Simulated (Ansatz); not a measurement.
# Tl2S (model cell, started as cuprite): a soft mode frozen in

Which phase does Tl2S (model cell, started as cuprite) fall into along its unstable mode, and how much energy does it gain?

Program: Ansatz 0.2.0. Level of theory: DFT PBEsol, scalar-relativistic, plane waves, PAW. Results are calculated unless marked as measured.

The structure was built from a prototype and need not be the compound's stable phase.

## Step 1: Set-up

Symmetry: Pn-3m, No. 224, cubic system. The conventional cell has a = 6.637 Å, b = 6.637 Å, c = 6.637 Å, α = 90.00°, β = 90.00°, γ = 90.00°. Nearest to S lie 4 Tl at 2.87 Å. Tl has 2 S at 2.87 Å nearest. Farther neighbours and most contacts between anions are not listed.

## Step 2: The dispersion

The cell comes from relaxations at this level that are not shown. Stability and thermal properties need the whole zone. Linear response on a 2×2×2 q mesh gives force constants as far as a supercell of that size would.

input.yaml reads:

```yaml
crystal:
  lattice:
    - [6.6368285313, 0.0, 0.0]
    - [0.0, 6.6368285313, 0.0]
    - [0.0, 0.0, 6.6368285313]
  atoms:
    - { symbol: S, position: [0.0, 0.0, 0.0] }
    - { symbol: S, position: [0.5, 0.5, 0.5] }
    - { symbol: Tl, position: [0.25, 0.25, 0.25] }
    - { symbol: Tl, position: [0.75, 0.75, 0.25] }
    - { symbol: Tl, position: [0.75, 0.25, 0.75] }
    - { symbol: Tl, position: [0.25, 0.75, 0.75] }
kpoints:
  mp_grid: { grid: [6, 6, 6] }
hamiltonian:
  xc: pbesol
scf:
  occupations: { method: methfessel_paxton, width: 0.2 }
output:
  eigenvalues: true
phonons:
  method: dfpt
  qmesh: [2, 2, 2]
  temperatures: { t_max: 1000, t_step: 50 }
  qpath:
    path:
      - [[0.0, 0.0, 0.0], [0.0, 0.5, 0.0], [0.5, 0.5, 0.0], [0.0, 0.0, 0.0], [0.5, 0.5, 0.5], [0.0, 0.5, 0.0]]
      - [[0.5, 0.5, 0.5], [0.5, 0.5, 0.0]]
    npoints: 10
```

Launch:

```sh
$ ansatz run input.yaml --threads 8 --pin off --max-ram 14336MiB --backend cpu --events-out ev --progress --plain --runs-dir out
```

Numbers of over 12 decimals in the logs are rounded to 6 here.

The log of the run:

```text
Warning: phonons: the dynamical matrix that this run interpolates holds no multipole term above the dipole-dipole one, and a site of this crystal is no centre of inversion, so its interpolated transverse optical and acoustic branches and sound speeds can stay off near Gamma, and the density of states and the thermodynamics with them. What a run solves at a wave vector of phonons.qpoints, Gamma apart, where the deck admits one, is free of this, and under fd what a larger phonons.supercell samples
Engine: ansatz 0.2.0, aarch64-unknown-linux-gnu
Pseudopotentials: kind: paw
Pseudopotential: S, paw, valence charge 6, recommended cutoff 420 eV (normal), S.paw.azcp
Pseudopotential: Tl, paw, valence charge 13, recommended cutoff 420 eV (normal), Tl.paw.azcp
Functional definition: PBEsol
  exchange = pbesol_x
  correlation = pbesol_c
Crystal: 6 atoms, lattice volume = 292.336 Å³
Basis set: ecut = 420 eV, 5695 PW (Γ), exchange–correlation on 96×96×96 points (8 copies of the dense FFT grid, shifted against one another)
Bands: 39, of which v1, the nominal top of the filled ones, is band 32 counted from 1 (31 counted from 0)
Symmetry: 48 space group operations
k-points: 20 of 216
Non-local potential: S, projectors of the file, l = 0: 2, l = 1: 2, l = 2: 2
Non-local potential: Tl, projectors of the file, l = 0: 2, l = 1: 2, l = 2: 2, l = 3: 1
PAW form: soft (Blöchl's): semilocal exchange-correlation on the pseudo side does not see the compensation charge
PAW frozen core: S, regenerated for the run's functional, and the local potential with it (the file was generated under x = pbe(κ = 0.804, μ = 0.219515), c = pbe(β = 0.066725))
PAW frozen core: Tl, regenerated for the run's functional, and the local potential with it (the file was generated under x = pbe(κ = 0.804, μ = 0.219515), c = pbe(β = 0.066725))
PAW one-centre angular grid: S, 110 points (default); XC on 64 Gauss nodes
PAW one-centre angular grid: Tl, 590 points (default); XC on 64 Gauss nodes
Initial density: superposition of atomic densities (neutral atoms: chi_scale 0, normalization atom), corrected by the library's trained network
Initial wavefunctions: pseudopotential atomic-orbital guess
Functional: x = pbesol(κ = 0.804, μ = 0.123457), c = pbesol(β = 0.046)
SCF iter   1: F=—  HF=-46950.588735 eV  |F-HF|=—  |Δ(HF+E_count)|=         —  Δρ=2.81e-3  dr2=4.33e-2  ethr=1.77e-3  ⟨swp⟩=6.2  Hψ=2939  notcnv=0
preconditioner: auto → LDOS  [metal: Δε(μ)=0.003 eV  Ē_g=10.626 eV  σ=0.200 eV  W_gap=0.01  n_scr=56 (ndim 8)  ℏωp=17.4 eV  f_vac=0.166  D(μ)=2.13/eV (n_scr^D=6)  β→1.0]
SCF iter   2: F=—  HF=-46950.612894 eV  |F-HF|=—  |Δ(HF+E_count)|=   2.42e-2  S|Δr|=    0.00e0  Δρ=9.04e-4  dr2=4.50e-3  ethr=6.76e-5  ⟨swp⟩=2.2  Hψ=1415  notcnv=0
SCF iter   3: F=—  HF=-46950.613230 eV  |F-HF|=—  |Δ(HF+E_count)|=   3.36e-4  S|Δr|=    0.00e0  Δρ=3.24e-4  dr2=7.61e-4  ethr=7.03e-6  ⟨swp⟩=2.4  Hψ=1391  notcnv=0
SCF iter   4: F=—  HF=-46950.613273 eV  |F-HF|=—  |Δ(HF+E_count)|=   4.26e-5  S|Δr|=    0.00e0  Δρ=1.40e-4  dr2=1.08e-4  ethr=1.19e-6  ⟨swp⟩=2.0  Hψ=883  notcnv=0
SCF iter   5: F=—  HF=-46950.613275 eV  |F-HF|=—  |Δ(HF+E_count)|=   1.83e-6  S|Δr|=    0.00e0  Δρ=3.01e-5  dr2=7.43e-6  ethr=1.69e-7  ⟨swp⟩=2.0  Hψ=929  notcnv=0
SCF iter   6: F=—  HF=-46950.613280 eV  |F-HF|=—  |Δ(HF+E_count)|=   5.47e-6  S|Δr|=    0.00e0  Δρ=5.96e-6  dr2=1.91e-7  ethr=1.16e-8  ⟨swp⟩=2.0  Hψ=951  notcnv=0
SCF iter   7: F=—  HF=-46950.613227 eV  |F-HF|=—  |Δ(HF+E_count)|=   5.28e-5  S|Δr|=    0.00e0  Δρ=7.28e-7  dr2=3.25e-9  ethr=2.98e-10  ⟨swp⟩=3.0  Hψ=1425  notcnv=0
SCF iter   8: F=—  HF=-46950.613227 eV  |F-HF|=—  |Δ(HF+E_count)|=   2.84e-9  S|Δr|=    0.00e0  Δρ=2.06e-7  dr2=1.41e-10  ethr=5.07e-12  ⟨swp⟩=2.0  Hψ=1400  notcnv=0
SCF iter   9: F=-46950.613227 eV  HF=-46950.613227 eV  |F-HF|=2.91e-11  |Δ(HF+E_count)|=  6.55e-11  S|Δr|=    0.00e0  Δρ=2.51e-8  dr2=1.43e-12  ethr=1.00e-12  ⟨swp⟩=10.8  Hψ=3943  notcnv=0
SCF 1 converged in 9 iterations: F = -46950.613227 eV  dr2 = 1.43e-12
  greatest PAW one-centre occupation: 0.966 electrons in one spin orbital (limit 2), on the Tl atom at site 4 (counted from 0), in its partial waves of l = 2
Initial density: read from a saved state, or passed on in memory by an earlier SCF of this step, an earlier step, the calling program or the single point that the run made first
iter 1 solved again at ethr=2.74e-8 eV; its pass at ethr=3.10e-3 eV (dr2=1.75e-5 eV) is discarded
SCF iter   1: F=—  HF=-46950.613276 eV  |F-HF|=—  |Δ(HF+E_count)|=         —  Δρ=2.58e-7  dr2=1.56e-10  ethr=2.74e-8  ⟨swp⟩=3.7  Hψ=5425  notcnv=0
eigensolver tolerance schedule: the retry pair's looser diagonalisation over-reported the residual by 112447.07 of it (diagonalisation noise at 142.36 of the residual, at the tolerance the schedule requests for it); recorded, not acted on — ethr = c·dr2/N_el stays at c = 1.0e-1
preconditioner: auto → LDOS  [metal: Δε(μ)=0.026 eV  Ē_g=10.634 eV  σ=0.200 eV  W_gap=0.11  n_scr=56 (ndim 8)  ℏωp=17.4 eV  f_vac=0.221  D(μ)=2.09/eV (n_scr^D=6)  β→1.0]
SCF iter   2: F=—  HF=-46950.613227 eV  |F-HF|=—  |Δ(HF+E_count)|=   4.90e-5  S|Δr|=    0.00e0  Δρ=2.87e-7  dr2=1.97e-10  ethr=1.00e-12  ⟨swp⟩=3.1  Hψ=2075  notcnv=0
SCF iter   3: F=—  HF=-46950.613227 eV  |F-HF|=—  |Δ(HF+E_count)|=  8.00e-11  S|Δr|=    0.00e0  Δρ=1.36e-7  dr2=4.27e-11  ethr=1.00e-12  ⟨swp⟩=1.0  Hψ=780  notcnv=0
SCF iter   4: F=—  HF=-46950.613227 eV  |F-HF|=—  |Δ(HF+E_count)|=  1.46e-11  S|Δr|=    0.00e0  Δρ=9.34e-8  dr2=2.03e-11  ethr=1.00e-12  ⟨swp⟩=1.0  Hψ=780  notcnv=0
SCF iter   5: F=-46950.613227 eV  HF=-46950.613227 eV  |F-HF|=0.00e0  |Δ(HF+E_count)|=    0.00e0  S|Δr|=    0.00e0  Δρ=2.71e-8  dr2=2.04e-12  ethr=1.00e-12  ⟨swp⟩=1.6  Hψ=1726  notcnv=0
SCF 2 converged in 5 iterations: F = -46950.613227 eV  dr2 = 2.04e-12
phonons: the bands overlap, so this run is a metal and interpolates without the dipole-dipole term. If the crystal is really an insulator or semiconductor, its LO-TO splitting is missing
NSCF: frozen V_eff on 20 k-points
NSCF: frozen V_eff on 68 k-points
DFPT response loops at q = (0, 0, 0) (fractional): preconditioner auto → none (partly filled bands, converged f_vac=0.221); β = 0.50; Broyden in place of MSR1
NSCF: frozen V_eff on 224 k-points
DFPT response loops at q = (0, 0, -0.5) (fractional): mixed as the last ones told, above
NSCF: frozen V_eff on 224 k-points
DFPT response loops at q = (0, -0.5, -0.5) (fractional): mixed as the last ones told, above
NSCF: frozen V_eff on 136 k-points
DFPT response loops at q = (-0.5, -0.5, -0.5) (fractional): mixed as the last ones told, above
SCF converged after 9 iterations
Stability not checked: this state was not tested for a lower state beside it, because cold or Methfessel-Paxton smearing, or corrected tetrahedra, fill the levels in a way that the test cannot read (fill_not_monotonic; see scf.lower_state_search)
Free energy (F): -46950.613227 eV
Harris-Foulkes:  -46950.613227 eV  (|F-HF|=2.91e-11)
Internal energy: -46950.640687 eV  (E = F + TS)
E sigma→0 (E₀):  -46950.620092 eV
Entropy (-TS):   0.027460 eV (4.577 meV/atom)
Fermi energy:    3.013351 eV
Step filling:    the computed levels leave a gap of 0.0000 eV = 0.0 smearing widths at the electron count; against every level under it full and every level over it empty, smearing changes F+E_penalty+E_count by +10.211 meV and its σ→0 estimate by +3.346 meV
--- Per-component energies (eV) ---
  E_band       = -360.973592
  E_kinetic    = 1536.953783
  E_local      = -5739.376165  (includes V_loc(G=0)·N_el)
  E_nonlocal   = 1337.057031
  E_hartree    = 2167.692925
  E_xc         = -1103.921849
  E_vxc        = -737.452712  (∫ρ·V_xc dr)
  E_paw        = -41231.360589  (= ΣΔE_a)
  E_vpaw       = -1093.541555  (= ΣTr[D̂ρ^β])
  E_aug_tail   = 0.000135  (compensation charges beyond the density's cutoff)
  E_ewald      = -3917.962918
  E_core_change = 0.276959  (= ΣΔE_core)
  E_smearing   = 0.027460  (= −TS)
  E_closure    = 0.000000  (closes the sum)
  Σ components = -46950.613227   (vs F -46950.613227, Δ=0.00e0)
--- Band table (eV; the first three rows and the last of 20) ---
  k-point 0: bands = [... 28 lower, 0.6679, 2.9893, 2.9893, 3.0154, 3.0154, 3.0154, 5.3800, 5.3800, ... 3 higher]
  k-point 1: bands = [... 28 lower, 0.8512, 2.8161, 2.9465, 2.9465, 3.0879, 3.2175, 5.0637, 5.4111, ... 3 higher]
  k-point 2: bands = [... 28 lower, 1.3077, 2.4212, 2.8283, 2.8283, 3.3787, 3.6938, 4.4435, 5.2376, ... 3 higher]
  k-point 19: bands = [... 28 lower, 0.3466, 3.0208, 3.0208, 3.0208, 3.7460, 3.7460, 3.7460, 5.6985, ... 3 higher]
--- Phonons (Γ-DFPT): 2 representative perturbations + reference (Σ response iterations 6) ---
  ASR residual: 2.306e-5 → 0.000e0 eV/Å²; symmetrization residual: 3.442e-6 eV/Å²
  ASR residual per site (eV/Å²): 2.31e-5 2.31e-5 2.05e-5 2.05e-5 2.05e-5 2.05e-5
  Γ frequencies (cm⁻¹): -147.16 -147.16 -147.16 -44.43 -44.43 -44.43 -28.69 -28.69 0.00 0.00 0.00 14.36 14.36 14.36 82.34 82.34 82.34 82.66
--- Phonons (arbitrary-q DFPT): 4 irreducible q on the 2×2×2 mesh ---
  q = [0.0000, 0.0000, 0.0000] (star 1, of the zone-centre solve; hermiticity 4.35e-6, symmetrization 1.53e-12): -147.16 -147.16 -147.16 -44.43 -44.43 -44.43 -28.69 -28.69 -0.00 -0.00 0.00 14.36 14.36 14.36 82.34 82.34 82.34 82.66
  q = [0.0000, 0.0000, -0.5000] (star 3, 4 solved perturbations in 284 linear systems a pass and spin channel, the states on 112 of 216 k-point pairs; hermiticity 1.44e-5, symmetrization 1.76e-11): -75.32 -75.32 -43.52 -43.52 -35.75 -35.75 -25.46 -25.46 -24.98 -24.98 16.51 16.51 56.36 56.36 97.21 97.21 127.04 127.04
  q = [0.0000, -0.5000, -0.5000] (star 3, 4 solved perturbations in 284 linear systems a pass and spin channel, the states on 112 of 216 k-point pairs; hermiticity 1.43e-5, symmetrization 3.43e-12): -86.38 -86.38 -42.43 -42.43 -42.03 -42.03 -30.73 -30.73 -30.31 -30.31 13.01 13.01 58.68 58.68 76.31 76.31 133.08 133.08
  q = [-0.5000, -0.5000, -0.5000] (star 1, 2 solved perturbations in 108 linear systems a pass and spin channel, the states on 68 of 216 k-point pairs; hermiticity 5.94e-6, symmetrization 1.28e-11): -129.51 -129.51 -129.51 -40.93 -40.93 -40.93 -20.47 -20.47 -18.70 -18.70 -18.70 17.89 17.89 17.89 87.68 117.15 117.15 117.15
  sum rule: each row above includes the acoustic sum rule's correction from the zone centre's row sums; it moved no ω² by more than (0.44 cm⁻¹)²
  mesh force constants: q→R imaginary residual 3.11e-17; ASR residual 2.306e-5 → 0.000e0 eV/Å²; symmetrization residual 8.882e-16 eV/Å²
  interpolated dispersion: 62 rows × 18 modes
  density of states and harmonic sums: on the 10×10×10 q-mesh, interpolated from the force constants of a 2×2×2 supercell (no non-analytic term)
  largest difference from the sums on the solved wave vectors: F 9.09e-2 eV, S 1.07e-4 and C_V 2.05e-5 eV/K
  zero-point energy: 0.033140 eV/cell   skipped modes (ω ≤ 0): 567, of them read as no rigid motion or as one in doubt: 564 (1.006e1 modes/cell left out, lowest -147.16 cm⁻¹)   left out of the sums: 5.59e-1 of the cell's modes: C_V's classical limit lies that fraction below 3 k_B per atom; for a crystal, a wire or a layer, F and S can be off by more, and a phonons.interpolated_qmesh denser along its periods is the remedy for the sampling
```

Wall time 4.4 min (8 threads of Arm Neoverse N1, shared host); peak memory 3.3 GiB.

This step gave:

| Quantity | Value |
| --- | --- |
| volume per atom | 48.72 Å³ |
| gap on the k-mesh | 0 eV |
| sum-rule residual before enforcement | 2.31e-5 eV/Å² |
| lowest frequency on the path | -147.2 cm⁻¹ |
| point group | m-3m |
| highest frequency on the path or at a solved wavevector | 134.1 cm⁻¹ |
| highest optical mode at the zone centre (no LO-TO term) | 82.66 cm⁻¹ |
| lowest optical zone-centre mode | -147.2 cm⁻¹ |
| lowest mode on the q mesh (acoustic modes at Γ apart) | -147.2 cm⁻¹ |

Frequencies (cm⁻¹) solved at each irreducible wavevector; negative means imaginary. Frequencies by wavevector, by row:

| q in reciprocal lattice units | star | mode 1 | mode 2 | mode 3 | mode 4 | mode 16 | mode 17 | mode 18 |
| --- | --- | --- | --- | --- | --- | --- | --- | --- |
| 0 0 0 | 1 | -147.2 | -147.2 | -147.2 | -44.4 | 82.3 | 82.3 | 82.7 |
| 0 0 -0.5 | 3 | -75.3 | -75.3 | -43.5 | -43.5 | 97.2 | 127 | 127 |
| 0 -0.5 -0.5 | 3 | -86.4 | -86.4 | -42.4 | -42.4 | 76.3 | 133.1 | 133.1 |
| -0.5 -0.5 -0.5 | 1 | -129.5 | -129.5 | -129.5 | -40.9 | 117.2 | 117.2 | 117.2 |

Interpolated from a 2×2×2 q mesh. The phonon branches at the labelled points (cm⁻¹):

| point | branch 1 | branch 2 | branch 3 | branch 4 | branch 15 | branch 16 | branch 17 | branch 18 |
| --- | --- | --- | --- | --- | --- | --- | --- | --- |
| Γ | -147 | -147 | -147 | -44 | 82 | 82 | 82 | 83 |
| halfway | -118 | -118 | -100 | -44 | 69 | 108 | 108 | 109 |
| X | -75 | -75 | -44 | -44 | 97 | 97 | 127 | 127 |
| halfway | -77 | -77 | -48 | -48 | 86 | 86 | 131 | 131 |
| M | -86 | -86 | -42 | -42 | 76 | 76 | 133 | 133 |
| halfway | -104 | -99 | -68 | -44 | 67 | 100 | 118 | 127 |
| Γ | -147 | -147 | -147 | -44 | 82 | 82 | 82 | 83 |
| halfway | -102 | -102 | -55 | -42 | 74 | 99 | 126 | 126 |
| R | -130 | -130 | -130 | -41 | 88 | 117 | 117 | 117 |
| halfway | -100 | -94 | -77 | -40 | 74 | 110 | 126 | 130 |
| X | -75 | -75 | -44 | -44 | 97 | 97 | 127 | 127 |
| jump to R | -130 | -130 | -130 | -41 | 88 | 117 | 117 | 117 |
| halfway | -111 | -111 | -101 | -40 | 80 | 111 | 126 | 126 |
| M | -86 | -86 | -42 | -42 | 76 | 76 | 133 | 133 |

Symmetry leaves 4 wavevectors to solve. The lowest mode among them, the acoustic zeros apart, lies at Γ and is imaginary, 147.2i cm⁻¹, so the energy falls along it.

## Step 3: The mode frozen in, largest atomic shift 0 Å

The mode followed lies at q = (-0.5, -0.5, -0.5) with frequency 129.5i cm⁻¹ and is 3-fold degenerate, one of the unstable modes though not the softest. At small amplitude the distorted cell has space group no. 166 by a symmetry search on the positions. The undistorted cell that holds it gives the zero of energy on the same k mesh.

System of this step: Tl2S (model cell, started as cuprite). The structure is cubic, space group Pn-3m (No. 224). Conventional cell: a = 6.637 Å, b = 6.637 Å, c = 6.637 Å, α = 90.00°, β = 90.00°, γ = 90.00°. Nearest to S lie 4 Tl at 2.87 Å. Nearest to Tl lie 2 S at 2.87 Å. Farther neighbours and most contacts between anions are not listed.

input.yaml reads:

```yaml
crystal:
  lattice:
    - [6.6368285313, 6.6368285313, 0.0]
    - [6.6368285313, 0.0, 6.6368285313]
    - [6.6368285313, 0.0, -6.6368285313]
  atoms:
    - { symbol: S, position: [0.0, 0.0, 0.0] }
    - { symbol: S, position: [0.0, 0.5, 0.5] }
    - { symbol: S, position: [0.5, 0.25, 0.75] }
    - { symbol: S, position: [0.5, 0.75, 0.25] }
    - { symbol: Tl, position: [0.25, 0.125, 0.875] }
    - { symbol: Tl, position: [0.25, 0.625, 0.375] }
    - { symbol: Tl, position: [0.75, 0.125, 0.875] }
    - { symbol: Tl, position: [0.75, 0.625, 0.375] }
    - { symbol: Tl, position: [0.25, 0.625, 0.875] }
    - { symbol: Tl, position: [0.25, 0.125, 0.375] }
    - { symbol: Tl, position: [0.75, 0.125, 0.375] }
    - { symbol: Tl, position: [0.75, 0.625, 0.875] }
kpoints:
  mp_grid: { grid: [6, 6, 6] }
hamiltonian:
  xc: pbesol
scf:
  occupations: { method: methfessel_paxton, width: 0.2 }
output:
  forces: true
  stress: true
  eigenvalues: true
```

The log of the run:

```text
[...]
Crystal: 12 atoms, lattice volume = 584.671 Å³
Basis set: ecut = 420 eV, 11527 PW (Γ), exchange–correlation on 128×128×128 points (8 copies of the dense FFT grid, shifted against one another)
Bands: 77, of which v1, the nominal top of the filled ones, is band 64 counted from 1 (63 counted from 0)
Symmetry: 96 space group operations
[...]
k-points: 16 of 216
[...]
k-point 0: bands = [... 60 lower, 3.0156, 3.0156, 3.0156, 3.0210, 3.0210, 3.0210, 3.7460, 3.7460, ... 9 higher]
  k-point 1: bands = [... 60 lower, 2.9243, 2.9243, 2.9612, 2.9612, 3.1409, 3.1409, 3.7868, 3.7868, ... 9 higher]
  k-point 2: bands = [... 60 lower, 2.8280, 2.8280, 2.8480, 2.8480, 3.4304, 3.4304, 3.8425, 3.8425, ... 9 higher]
  k-point 15: bands = [... 60 lower, 2.5712, 2.5712, 2.7062, 2.7062, 3.9351, 3.9351, 4.1747, 4.1747, ... 9 higher]
[key lines of the parts left out:]
SCF converged after 7 iterations
Free energy (F): -93901.226132 eV
Fermi energy:    3.014075 eV
P = ⅓ Tr σ = -0.0038 GPa (-0.038 kbar)
```

Run time: 10 s. Hardware: 8 threads; peak memory 2.3 GiB.

This step gave:

- pressure: -0.003825 GPa
- energy from the undistorted cell: 0 meV/atom

The run ends at a pressure of 0.00 GPa.

## Step 4: The mode frozen in, largest atomic shift 0.32 Å

The atoms are moved along the unstable eigenvector, the largest shift by 0.32 Å, with the cell fixed.

input.yaml reads:

```yaml
crystal:
  lattice:
    - [6.6368285313, 6.6368285313, 0.0]
    - [6.6368285313, 0.0, 6.6368285313]
    - [6.6368285313, 0.0, -6.6368285313]
  atoms:
    - { symbol: S, position: [-0.0278374054, 0.0139187027, -0.0139187027] }
    - { symbol: S, position: [0.0278374054, 0.4860812973, 0.5139187027] }
    - { symbol: S, position: [0.4721625946, 0.2639187027, 0.7360812973] }
    - { symbol: S, position: [0.5278374054, 0.7360812973, 0.2639187027] }
    - { symbol: Tl, position: [0.2525057732, 0.1234994268, 0.8765005732] }
    - { symbol: Tl, position: [0.2474942268, 0.6265005732, 0.3734994268] }
    - { symbol: Tl, position: [0.7520104, 0.1239948, 0.8760052] }
    - { symbol: Tl, position: [0.7479896, 0.6260052, 0.3739948] }
    - { symbol: Tl, position: [0.2525057732, 0.6239948, 0.8765005732] }
    - { symbol: Tl, position: [0.2474942268, 0.1260052, 0.3734994268] }
    - { symbol: Tl, position: [0.7530011464, 0.1234994268, 0.3760052] }
    - { symbol: Tl, position: [0.7469988536, 0.6265005732, 0.8739948] }
kpoints:
  mp_grid: { grid: [6, 6, 6] }
hamiltonian:
  xc: pbesol
scf:
  occupations: { method: methfessel_paxton, width: 0.2 }
output:
  forces: true
  stress: true
  eigenvalues: true
```

The log of the run:

```text
[...]
Crystal: 12 atoms, lattice volume = 584.671 Å³
Basis set: ecut = 420 eV, 11527 PW (Γ), exchange–correlation on 128×128×128 points (8 copies of the dense FFT grid, shifted against one another)
Bands: 77, of which v1, the nominal top of the filled ones, is band 64 counted from 1 (63 counted from 0)
Symmetry: 12 space group operations
[...]
k-points: 32 of 216
[...]
k-point 0: bands = [... 60 lower, 2.8025, 2.8025, 2.8970, 2.9503, 3.4486, 3.4486, 3.7925, 3.7925, ... 8 higher]
  k-point 1: bands = [... 60 lower, 2.6078, 2.7596, 2.9000, 2.9781, 3.3586, 3.4412, 3.8652, 3.8665, ... 8 higher]
  k-point 2: bands = [... 60 lower, 2.5174, 2.6725, 2.8631, 2.9409, 3.4193, 3.4997, 3.9252, 4.0175, ... 8 higher]
  k-point 31: bands = [... 60 lower, 2.5560, 2.5560, 2.5881, 2.5881, 3.7771, 3.7771, 3.8286, 3.8286, ... 8 higher]
[key lines of the parts left out:]
SCF converged after 9 iterations
Free energy (F): -93901.436889 eV
Fermi energy:    3.051774 eV
P = ⅓ Tr σ = 0.2027 GPa (2.027 kbar)
```

Wall time 21 s (8 threads); peak memory 2.7 GiB.

Numbers from this step:

```yaml
pressure: 0.2027 GPa
gap_on_the_k_mesh: 0.3644 eV
energy_from_the_undistorted_cell: -17.12 meV/atom
```

The energy, extrapolated to zero smearing, is -17.12 meV/atom against the undistorted cell.

The run ends at a pressure of 0.20 GPa, with forces up to 0.55 eV/Å.

(Continued in part 2 of 2.)

[Logs are printed without paths, hosts, clocks, repeated set-up lines and the standing remarks that a program may print on its own settings, such as how far it seeks lower states.]

[Hosts, paths, dates, database ids (printed as entryN), source tags and the programs' standing remarks are cut or masked in the printed files.]
